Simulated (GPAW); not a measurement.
# Polarising a 9-layer slab of Ca(110) with a field along the normal

The dipole of the cell at several fields, atoms fixed. What does the strongest field give, and what length does the slope stand for?

Set-up. GPAW 26.7.0, plane waves (400 eV), PAW setups, PBE, 6×8 mesh, a dipole layer in the vacuum; geometry relaxed without an applied field with GPAW. The cell's area is 22.02 Å², and e/ε0 = 180.95 V Å.

What came out, but for one run:

```
field (V/Å)  dipole (e Å)
       −0.2       −0.4986
       −0.1       −0.2495
      −0.05       −0.1250
       0.05        0.1238
        0.1        0.2483
        0.2        0.4974
        0.3             ?
```

To predict: What is the dipole at 0.3 V/Å?

**Working.** A line through the 6 points has the slope α = 2.490 e Å per V/Å and the intercept p₀ = −0.0006 e Å (r.m.s. residual 7.2e−05). At 0.3 V/Å it gives p = −0.0006 + 2.490 × 0.3 = 0.7463 e Å; the run gives 0.7475 e Å, so the response stays linear to 0.2 % of the induced part. Dividing by ε0 and the area: α/(ε0 A) = 2.490 × 180.95 / 22.02 = 20.46 Å, against 15.71 Å between the outer nuclei. A metal screens fully, so the excess of 4.76 Å puts the image planes about 2.38 Å outside the outer atoms on average.

Caveats: This is the electronic response alone; ions that move would add to it in polar layers. No run was spin-polarised, so magnetic states weren't tested.

[Logs are printed without paths, hosts, clocks, repeated set-up lines and the standing remarks that a program may print on its own settings, such as how far it seeks lower states.]
